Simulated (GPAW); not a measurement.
# AlN (F-43m): refractive index against wavelength

The refractive index of AlN (F-43m) below the direct gap (4.11 eV on the mesh) is read from one computed spectrum, n = √(Re ε).

The structure is cubic, space group F-43m (No. 216). Conventional cell: a = 4.368 Å, b = 4.368 Å, c = 4.368 Å, α = 90.00°, β = 90.00°, γ = 90.00°. Al on site a has 4 N at 1.89 Å as nearest neighbours. Around N on site d lie 4 Al at 1.89 Å.

Method: GPAW 26.7.0, PBE, RPA, k-mesh 14×14×14, local fields up to 60 eV, Lorentzian half width 0.1 eV.

Launch of the response step: `OMP_NUM_THREADS=1 python df.py`. The run took 15 s, its band step included, on 1 thread of Arm Neoverse V2 (shared host).

```tsv
wavelength (nm)	photon energy E (eV)	n
1310	0.946	2.1140
1064	1.165	2.1201
850	1.459	?
700	1.771	2.1445
633	1.959	2.1546
532	2.331	2.1789
450	2.755	2.2152
```

In the single-oscillator model n² − 1 = E₀E_d/(E₀² − E²), so 1/(n² − 1) = E₀/E_d − E²/(E₀E_d) is linear in E².

Working, on the rows shown:

| x = E² (eV²) | y = 1/(n² − 1) |
| --- | --- |
| 0.895757 | 0.288268 |
| 1.35784 | 0.286137 |
| 3.13716 | 0.277864 |
| 3.83641 | 0.274552 |
| 5.43137 | 0.266837 |
| 7.59115 | 0.255944 |

Means: x̄ = 3.7083, ȳ = 0.27493. Σ(x − x̄)(y − ȳ) = -0.1532, Σ(x − x̄)² = 31.82. Slope = -0.1532 / 31.82 = -0.004816; intercept = ȳ − slope · x̄ = 0.29279. Turned back into n, the line misses the rows shown by at most 0.001.

Task: Fill in the last column of the withheld row.

Result: At x = 2.1276 the line gives y = 0.28255, that is 2.1306. The run gave 2.1304, so the interpolation is off by 0.00015, 0.2 % of the range in the table.

Refitted with all rows, the slope is -0.004818 and the intercept 0.29281. These give E₀ = √(intercept/−slope) = 7.80 eV and E_d = E₀/intercept = 26.6 eV; E₀ is 1.9 times the direct gap. The electronic limit at long wavelengths, without lattice vibrations, is n = √(1 + 1/intercept) = 2.101. Excitons are left out; PBE gaps are as a rule too small. The values come from a sum over the points of one k-mesh and carry its error, which grows as the direct gap shrinks. The local-field cutoff holds few shells of reciprocal vectors for this small cell, so ε∞ can read a few per cent high.

[Logs are printed without paths, hosts, clocks, repeated set-up lines and the standing remarks that a program may print on its own settings, such as how far it seeks lower states.]
